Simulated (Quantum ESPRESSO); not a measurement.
**Collinear magnetic orders of MnGa4 with Quantum ESPRESSO**

A self-consistent run ends on one state, which hangs on the start. Several orders of MnGa4 are started in Quantum ESPRESSO and their energies compared.

Calculated with Quantum ESPRESSO 7.5; PBEsol; plane waves with GBRV 1.5 PBEsol potentials, no spin-orbit coupling.

**What experiment says.**

For MnGa4, cubic PtHg4 type (annealed stoichiometric polycrystalline sample, 1.5 K), “Antiferromagnetic ground state in the MnGa4 intermetallic compound” (2018, arxiv:1802.03256) gives, by neutron powder diffraction: moment (ordered moment per Mn) 0.8 ± 0.03 μB.

This is a report of a sequence of runs, with most program output left out.

### Step 1. The starting structure

Symmetry: Im-3m, No. 229, cubic system. The conventional cell has a = 5.544 Å, b = 5.544 Å, c = 5.544 Å, α = 90.00°, β = 90.00°, γ = 90.00°. Nearest to Mn lie 8 Ga at 2.40 Å. Ga has 2 Mn at 2.40 Å nearest. Farther neighbours are not listed.

As a file:

```cif
data_structure
_symmetry_space_group_name_H-M 'Im-3m'
_symmetry_Int_Tables_number 229
_cell_length_a 5.5437
_cell_length_b 5.5437
_cell_length_c 5.5437
_cell_angle_alpha 90.000
_cell_angle_beta 90.000
_cell_angle_gamma 90.000
_cell_volume 170.38
loop_
_atom_site_label
_atom_site_type_symbol
_atom_site_symmetry_multiplicity
_atom_site_Wyckoff_symbol
_atom_site_fract_x
_atom_site_fract_y
_atom_site_fract_z
_atom_site_occupancy
Mn1 Mn 2 a 0.00000 0.00000 0.00000 1
Ga1 Ga 8 c 0.25000 0.25000 0.75000 1
```

The cell comes from Materials Project 2023-11-01, a database of computed structures, and need not be the stable phase.

### Step 2. Run 1 (ferro +)

The signs are those of the starting moments on the seeded atoms, the atoms that are given a moment.

pw.in reads:

```
&CONTROL
  calculation = 'scf'
  prefix = 'pwscf'
  outdir = './tmp'
  pseudo_dir = './pseudo'
  disk_io = 'nowf'
/
&SYSTEM
  ibrav = 0
  nat = 5
  ntyp = 2
  ecutwfc = 40
  ecutrho = 280
  nbnd = 59
  occupations = 'smearing'
  smearing = 'fd'
  degauss = 0.00734986
  nspin = 2
  starting_magnetization(1) = 0.2333
  starting_magnetization(2) = 0
/
&ELECTRONS
  conv_thr = 1d-08
  electron_maxstep = 150
  mixing_beta = 0.3
/
ATOMIC_SPECIES
Mn     54.9380 mn_pbesol_v1.5.uspp.F.UPF
Ga     69.7230 ga_pbesol_v1.4.uspp.F.UPF
CELL_PARAMETERS angstrom
  -2.7718643900    2.7718643900    2.7718643900
   2.7718643900   -2.7718643900    2.7718643900
   2.7718643900    2.7718643900   -2.7718643900
ATOMIC_POSITIONS crystal
Mn      0.0000000000    0.0000000000    0.0000000000
Ga      0.0000000000    0.0000000000    0.5000000000
Ga      0.0000000000    0.5000000000    0.0000000000
Ga      0.5000000000    0.0000000000    0.0000000000
Ga      0.5000000000    0.5000000000    0.5000000000
K_POINTS automatic
6 6 6 0 0 0
```

Run with:

```sh
$ OMP_NUM_THREADS=1 mpirun -n 4 pw.x -nk 4 -in pw.in > pw.out
```

Wall time 39 s (4 MPI ranks of Arm Neoverse V2, shared host); peak memory 0.51 GiB.

Spin moment in the atom's sphere by atom:

```tsv
atom	spin moment in the atom's sphere (μB)
Mn1	0.449
Ga2	-0.009
Ga3	-0.009
Ga4	-0.009
Ga5	-0.009
```

Read from the output:

* smearing term TS: 0.07596 eV
* magnetization: 0.398 μB
* absolute magnetization: 0.568 μB
* final state: ferromagnetic

Spin density in the ac plane of the conventional cell at fractional y = 0.250, with atoms of Ga within 0.2 Å of it.

Values in units of 1e-3 e/Å³, 15 rows by 15 columns, each cell a mean:
```
 1.1 -1.0 -2.7 -2.7 -1.4  0.1  1.1  1.4  1.3  0.6 -0.7 -2.3 -2.9 -1.9  0.4
-1.6 -2.6 -3.3 -2.5 -1.4 -0.4  0.4  0.8  0.6  0.0 -1.0 -2.0 -3.1 -3.0 -1.9
-2.7 -3.2 -2.2 -1.0 -0.4 -0.8 -0.8 -0.5 -0.7 -0.9 -0.3 -1.0 -1.3 -3.1 -2.9
-2.2 -2.3 -0.9 -5.0 -4.5 -1.0 -2.2 -2.1 -2.2 -1.8 -1.1 -7.8 -1.0 -2.0 -2.3
-0.6 -0.9 -0.7 -0.5 -0.9 -2.2 -3.1 -2.7 -2.9 -3.0 -1.0 -1.1 -0.3 -1.0 -0.7
 0.7  0.3 -0.5 -1.4 -2.5 -3.3 -2.6 -1.7 -2.1 -3.1 -3.0 -1.8 -0.9  0.0  0.6
 1.4  1.0  0.0 -1.6 -2.8 -2.7 -0.9  1.0  0.1 -2.1 -2.9 -2.2 -0.7  0.6  1.3
 1.6  1.1  0.1 -1.4 -2.6 -2.4 -0.3  2.0  1.0 -1.7 -2.7 -2.1 -0.5  0.8  1.4
 1.2  0.8 -0.2 -1.6 -2.9 -3.0 -1.7 -0.3 -0.9 -2.6 -3.1 -2.2 -0.8  0.4  1.1
 0.2 -0.2 -0.7 -0.8 -1.6 -3.0 -3.0 -2.4 -2.7 -3.3 -2.2 -1.0 -0.8 -0.4  0.1
-1.3 -1.6 -0.7 -2.6 -2.7 -1.6 -2.9 -2.6 -2.8 -2.5 -0.9 -4.5 -0.4 -1.4 -1.4
-2.6 -2.8 -1.3 -3.3 -2.6 -0.8 -1.6 -1.4 -1.6 -1.4 -0.5 -5.0 -1.0 -2.5 -2.7
-2.5 -3.1 -2.9 -1.3 -0.7 -0.7 -0.2  0.1  0.0 -0.5 -0.7 -0.9 -2.2 -3.3 -2.7
-0.5 -1.9 -3.1 -2.8 -1.6 -0.2  0.8  1.1  1.0  0.3 -0.9 -2.3 -3.2 -2.6 -1.0
 1.9 -0.5 -2.5 -2.6 -1.3  0.2  1.2  1.6  1.4  0.7 -0.6 -2.2 -2.7 -1.6  1.1
```
Columns run along a (5.5 Å), rows up along c (5.5 Å), edges of the conventional cell, whose origin can differ from the input's. Atoms in or near the plane, at fractional coordinates: Ga at (0.25, 0.75), Ga at (0.75, 0.75), Ga at (0.75, 0.25), Ga at (0.25, 0.25).

Valence density in the ac plane of the conventional cell at fractional y = 0.250, with atoms of Ga within 0.2 Å of it. It is the smooth field of the valence electrons, not physical close to the nuclei.

Ten steps, logarithmic in the rise over the least value, from '_' (0 e/Å³) to '@' (64 e/Å³), each cell a mean:
```
______________________________
____..::::..________..::..____
____--****--______..++##++..__
__..++@@@@==..____::##@@##::__
____--####--______..++##++..__
____..::::..________..::..____
______________________________
______________________________
______....____________..______
____..====..______..--==--..__
__..==%%%%==..____::##@@**::__
__..==%%%%==..____::##@@**::__
____::====..______..--++--..__
______....____________..______
______________________________
```
Columns run along a (5.5 Å), rows up along c (5.5 Å), edges of the conventional cell, whose origin can differ from the input's. Atoms in or near the plane, at fractional coordinates: Ga at (0.25, 0.75), Ga at (0.75, 0.75), Ga at (0.75, 0.25), Ga at (0.25, 0.25).

### Step 3. Run 2 (antiferro q=(1/2,1/2,1/2) +−)

The cell is doubled to 10 atoms to hold this order. The wavevector q is in fractions of the reciprocal vectors of the crystal's primitive cell, as the cells of these inputs are built from it; moments change sign between cells as cos(2π q·R).

pw.in reads:

```
&CONTROL
  calculation = 'scf'
  prefix = 'pwscf'
  outdir = './tmp'
  pseudo_dir = './pseudo'
  disk_io = 'nowf'
/
&SYSTEM
  ibrav = 0
  nat = 10
  ntyp = 3
  ecutwfc = 40
  ecutrho = 280
  nbnd = 110
  occupations = 'smearing'
  smearing = 'fd'
  degauss = 0.00734986
  nspin = 2
  starting_magnetization(1) = 0.2333
  starting_magnetization(2) = -0.2333
  starting_magnetization(3) = 0
/
&ELECTRONS
  conv_thr = 2d-08
  electron_maxstep = 150
  mixing_beta = 0.3
/
ATOMIC_SPECIES
Mn1    54.9380 mn_pbesol_v1.5.uspp.F.UPF
Mn2    54.9380 mn_pbesol_v1.5.uspp.F.UPF
Ga     69.7230 ga_pbesol_v1.4.uspp.F.UPF
CELL_PARAMETERS angstrom
  -5.5437287800    5.5437287800    5.5437287800
   0.0000000000    0.0000000000    5.5437287800
   0.0000000000    5.5437287800    0.0000000000
ATOMIC_POSITIONS crystal
Mn1     0.0000000000    0.0000000000    0.0000000000
Mn2     0.5000000000    0.0000000000    0.0000000000
Ga      0.7500000000    0.0000000000    0.5000000000
Ga      0.2500000000    0.0000000000    0.5000000000
Ga      0.7500000000    0.5000000000    0.0000000000
Ga      0.2500000000    0.5000000000    0.0000000000
Ga      0.2500000000    0.0000000000    0.0000000000
Ga      0.7500000000    0.0000000000    0.0000000000
Ga      0.7500000000    0.5000000000    0.5000000000
Ga      0.2500000000    0.5000000000    0.5000000000
K_POINTS automatic
3 6 6 0 0 0
```

Wall time 2.5 min (4 MPI ranks); peak memory 0.98 GiB.

Spin moment in the atom's sphere by atom:

```tsv
atom	spin moment in the atom's sphere (μB)
Mn1	1.02
Mn2	-1.02
Ga3	0.00
Ga4	0.00
Ga5	0.00
Ga6	0.00
Ga7	0.00
Ga8	0.00
Ga9	0.00
Ga10	0.00
```

This step gave:

* smearing term TS: 0.1256 eV
* magnetization: 0 μB
* absolute magnetization: 2.593 μB
* final state: antiferromagnetic

Spin density in the ac plane at fractional y = 0.000, with atoms of Mn and Ga within 0.2 Å of it.

Ten even steps from '_' (-1.6 e/Å³) to '@' (1.6 e/Å³), each cell a mean:
```
@@##++++++++++++++++++====__..--==++++++++++++++++++##
****++++++++++++++++++++====--====++++++++++++++++++++
++++++++++++++++++++++++++========++++++++++++++++++++
++++++++++++++++++++++++++++++++++++++++++++++++++++++
++++++++++++++++++++++++++++++++++++++++++++++++++++++
++++++++++++++++++++++++++++++++++++++++++++++++++++++
++++++++++++++++++++++++++++++++++++++++++++++++++++++
++++++++++++++++++++++++++++++++++++++++++++++++++++++
++++++++++++++++++++++++++++++++++++++++++++++++++++++
++++++++++++++++++++++++++++++++++++++++++++++++++++++
++++++++++++++++++++++++++++++++++++++++++++++++++++++
++++++++++++++++++++++======++++++++++++++++++++++++++
++++++++++++++++++++==========++++++++++++++++++++++++
##++++++++++++++++++====--..--==++++++++++++++++++**##
@@**++++++++++++++++++==--__..====++++++++++++++++++%%
```
Columns run along a (9.6 Å), rows up along c (5.5 Å). Atoms in or near the plane, at fractional coordinates: Mn at (0.00, 0.00), Mn at (0.50, 0.00), Ga at (0.75, 0.50), Ga at (0.25, 0.50), Ga at (0.25, 0.00), Ga at (0.75, 0.00).

Valence density in the ac plane at fractional y = 0.000, with atoms of Mn and Ga within 0.2 Å of it. It is the smooth field of the valence electrons, not physical close to the nuclei.

Ten steps, logarithmic in the rise over the least value, from '0' (0 e/Å³) to '9' (69 e/Å³), each cell a mean:
```
663112796201367510148841025
443100244200134420013431001
111100011100001110000110000
000000000000000000000000000
000011100000000001110000000
000024420000000001343100000
000026972000000001488510000
000014996100000000279830000
000001475200000000026741000
000000122100000000001221000
000000001100000000000011000
000000000001000000000000110
100012210012321001221000122
520025741013663101466210246
652115994112666311389721146
```
Columns run along a (9.6 Å), rows up along c (5.5 Å). Atoms in or near the plane, at fractional coordinates: Mn at (0.00, 0.00), Mn at (0.50, 0.00), Ga at (0.75, 0.50), Ga at (0.25, 0.50), Ga at (0.25, 0.00), Ga at (0.75, 0.00).

### Step 4. Start 3: antiferro q=(0,0,1/2) +−

This order needs a doubled cell of 10 atoms.

pw.in reads:

```
&CONTROL
  calculation = 'scf'
  prefix = 'pwscf'
  outdir = './tmp'
  pseudo_dir = './pseudo'
  disk_io = 'nowf'
/
&SYSTEM
  ibrav = 0
  nat = 10
  ntyp = 3
  ecutwfc = 40
  ecutrho = 280
  nbnd = 110
  occupations = 'smearing'
  smearing = 'fd'
  degauss = 0.00734986
  nspin = 2
  starting_magnetization(1) = 0.2333
  starting_magnetization(2) = -0.2333
  starting_magnetization(3) = 0
/
&ELECTRONS
  conv_thr = 2d-08
  electron_maxstep = 150
  mixing_beta = 0.3
/
ATOMIC_SPECIES
Mn1    54.9380 mn_pbesol_v1.5.uspp.F.UPF
Mn2    54.9380 mn_pbesol_v1.5.uspp.F.UPF
Ga     69.7230 ga_pbesol_v1.4.uspp.F.UPF
CELL_PARAMETERS angstrom
  -2.7718643900    2.7718643900    2.7718643900
   2.7718643900   -2.7718643900    2.7718643900
   5.5437287800    5.5437287800   -5.5437287800
ATOMIC_POSITIONS crystal
Mn1     0.0000000000    0.0000000000    0.0000000000
Mn2     0.0000000000    0.0000000000    0.5000000000
Ga      0.0000000000    0.0000000000    0.2500000000
Ga      0.0000000000    0.0000000000    0.7500000000
Ga      0.0000000000    0.5000000000    0.0000000000
Ga      0.0000000000    0.5000000000    0.5000000000
Ga      0.5000000000    0.0000000000    0.0000000000
Ga      0.5000000000    0.0000000000    0.5000000000
Ga      0.5000000000    0.5000000000    0.2500000000
Ga      0.5000000000    0.5000000000    0.7500000000
K_POINTS automatic
6 6 3 0 0 0
```

Run time: 6.1 min. Hardware: 4 MPI ranks; peak memory 1.2 GiB; 25 min of CPU time.

Spin moment in the atom's sphere by atom:

```tsv
atom	spin moment in the atom's sphere (μB)
Mn1	0.0005
Mn2	-0.0041
Ga3	0.0000
Ga4	0.0000
Ga5	0.0000
Ga6	0.0001
Ga7	0.0000
Ga8	0.0001
Ga9	0.0000
Ga10	0.0000
```

Read from the output:

| Item | Value |
| --- | --- |
| smearing term TS | 0.1811 eV |
| magnetization | 0 μB |
| absolute magnetization | 0.006 μB |
| final state | non-magnetic |

### Step 5. Start 4: no spin polarisation

pw.in reads:

```
&CONTROL
  calculation = 'scf'
  prefix = 'pwscf'
  outdir = './tmp'
  pseudo_dir = './pseudo'
  disk_io = 'nowf'
/
&SYSTEM
  ibrav = 0
  nat = 5
  ntyp = 2
  ecutwfc = 40
  ecutrho = 280
  nbnd = 57
  occupations = 'smearing'
  smearing = 'fd'
  degauss = 0.00734986
/
&ELECTRONS
  conv_thr = 1d-08
  electron_maxstep = 150
  mixing_beta = 0.3
/
ATOMIC_SPECIES
Mn     54.9380 mn_pbesol_v1.5.uspp.F.UPF
Ga     69.7230 ga_pbesol_v1.4.uspp.F.UPF
CELL_PARAMETERS angstrom
  -2.7718643900    2.7718643900    2.7718643900
   2.7718643900   -2.7718643900    2.7718643900
   2.7718643900    2.7718643900   -2.7718643900
ATOMIC_POSITIONS crystal
Mn      0.0000000000    0.0000000000    0.0000000000
Ga      0.0000000000    0.0000000000    0.5000000000
Ga      0.0000000000    0.5000000000    0.0000000000
Ga      0.5000000000    0.0000000000    0.0000000000
Ga      0.5000000000    0.5000000000    0.5000000000
K_POINTS automatic
6 6 6 0 0 0
```

Run time: 17 s. Hardware: 4 MPI ranks; peak memory 0.43 GiB.

Read from the output:

```yaml
smearing_term_ts: 0.09057 eV
final_state: non-magnetic (no spin polarisation)
```

### Step 6. The states side by side

An order is kept where moments of 0.15 μB or more survive with the typed signs; meshes match where a doubled cell samples the same k points as the first cell.

Orders:

```tsv
start	final state	typed order kept	energy over the lowest (meV a seeded atom)	largest site moment (μB)	net moment (μB a cell of the first run)	mesh matched	CPU time (s)
ferro +	ferromagnetic	yes	23.05	0.4492	0.3983	yes	157.5
antiferro q=(1/2,1/2,1/2) +-	antiferromagnetic	yes	0	1.017	0	yes	588
antiferro q=(0,0,1/2) +-	non-magnetic	no	26.89	0.004076	0.001715	yes	1473
no spin polarisation	non-magnetic	-	26.76	0	0	yes	67.96
```

### Step 7. The lowest state again, with its states saved

pw.in reads:

```
&CONTROL
  calculation = 'scf'
  prefix = 'pwscf'
  outdir = './tmp'
  pseudo_dir = './pseudo'
  disk_io = 'low'
/
&SYSTEM
  ibrav = 0
  celldm(1) = 8
  nat = 10
  ntyp = 3
  ecutwfc = 40
  ecutrho = 280
  nbnd = 114
  occupations = 'smearing'
  smearing = 'fd'
  degauss = 0.00734986
  nspin = 2
  starting_magnetization(1) = 0.2333
  starting_magnetization(2) = -0.2333
  starting_magnetization(3) = 0
/
&ELECTRONS
  conv_thr = 2d-08
  electron_maxstep = 150
  mixing_beta = 0.3
/
ATOMIC_SPECIES
Mn1    54.9380 mn_pbesol_v1.5.uspp.F.UPF
Mn2    54.9380 mn_pbesol_v1.5.uspp.F.UPF
Ga     69.7230 ga_pbesol_v1.4.uspp.F.UPF
CELL_PARAMETERS alat
  -1.3095161379257    1.3095161379257    1.3095161379257
   0.0000000000000    0.0000000000000    1.3095161379257
   0.0000000000000    1.3095161379257    0.0000000000000
ATOMIC_POSITIONS crystal
Mn1     0.0000000000    0.0000000000    0.0000000000
Mn2     0.5000000000    0.0000000000    0.0000000000
Ga      0.7500000000    0.0000000000    0.5000000000
Ga      0.2500000000    0.0000000000    0.5000000000
Ga      0.7500000000    0.5000000000    0.0000000000
Ga      0.2500000000    0.5000000000    0.0000000000
Ga      0.2500000000    0.0000000000    0.0000000000
Ga      0.7500000000    0.0000000000    0.0000000000
Ga      0.7500000000    0.5000000000    0.5000000000
Ga      0.2500000000    0.5000000000    0.5000000000
K_POINTS automatic
3 6 6 0 0 0
```

Wall time 2.2 min (4 MPI ranks); peak memory 0.98 GiB.

Read from the output:

- smearing term TS: 0.1255 eV
- magnetization: 0 μB
- absolute magnetization: 2.594 μB
- final state: antiferromagnetic
- largest moment: 1.017 μB

### Step 8. Löwdin moments

projwfc.x projects the saved states on orthogonalised atomic orbitals of the pseudopotential files.

The job ended after 3.1 s (4 MPI ranks; peak memory 0.46 GiB).

```tsv
atom	moment in the sphere (μB)	Löwdin moment (μB)	Löwdin charge (e)
Mn1	1.017	1.131	16.207
Mn2	-1.017	-1.131	16.207
Ga3	0.000	0.000	18.676
Ga4	0.000	0.000	18.676
Ga5	0.000	0.000	18.676
Ga6	0.000	0.000	18.676
Ga7	0.000	0.000	18.676
Ga8	0.000	0.000	18.676
Ga9	0.000	0.000	18.676
Ga10	0.000	0.000	18.676
```

### Step 9. Summary of results

| Property | Result |
| --- | --- |
| lowest state found | antiferromagnetic (from antiferro q=(1/2,1/2,1/2) +-) |
| largest site moment | 1.02 μB |
| next state with moments | ferromagnetic, 23.0 meV a seeded atom higher |
| state without moments | 26.8 meV a seeded atom higher |

In words: At this level spin polarisation gains little. The smearing terms TS of the orders run from 63 to 76 meV a seeded atom, so the differences would change at a smaller width: an order with a larger TS is lowered more by the smearing. 1 start lost its moments. The largest moment reads 1.02 μB in the sphere and 1.13 μB by Löwdin projection; a site moment hangs on how space is shared out. This is the lowest of 4 collinear or spinless starts, no proof of the ground state. A computed site moment is spin alone and hangs on the region that is counted: the program's spheres do not touch and miss the tail of the moment. Measured moments hold any orbital part as well, and belong to the order of the sample, which need not be the order of this run. Energies are free energies at an electronic temperature of 1160 K, which lowers moments and differences where the moments are itinerant.

Computed beside measured:

```
        quantity  measured   in the sphere          Löwdin
moment (Mn) (μB)       0.8  1.02 (+27.1 %)  1.13 (+41.3 %)
```

Measured values from arxiv:1802.03256 (2018).

**Verdict.** For the moment, of the levels listed nearest comes in the sphere (+27.1 %) and farthest Löwdin (+41.3 %). No cell relaxation is part of this session.

[Logs and program files are shortened in this print: banners, set-up blocks, solver, clock and traceback lines can be left out without a mark of their own.]

[Logs are printed without paths, hosts, clocks, repeated set-up lines and the standing remarks that a program may print on its own settings, such as how far it seeks lower states.]

[Hosts, paths, dates, database ids (printed as entryN), source tags and the programs' standing remarks are cut or masked in the printed files.]

[Where a cell is said to come from a database of computed structures, the database is the Materials Project.]
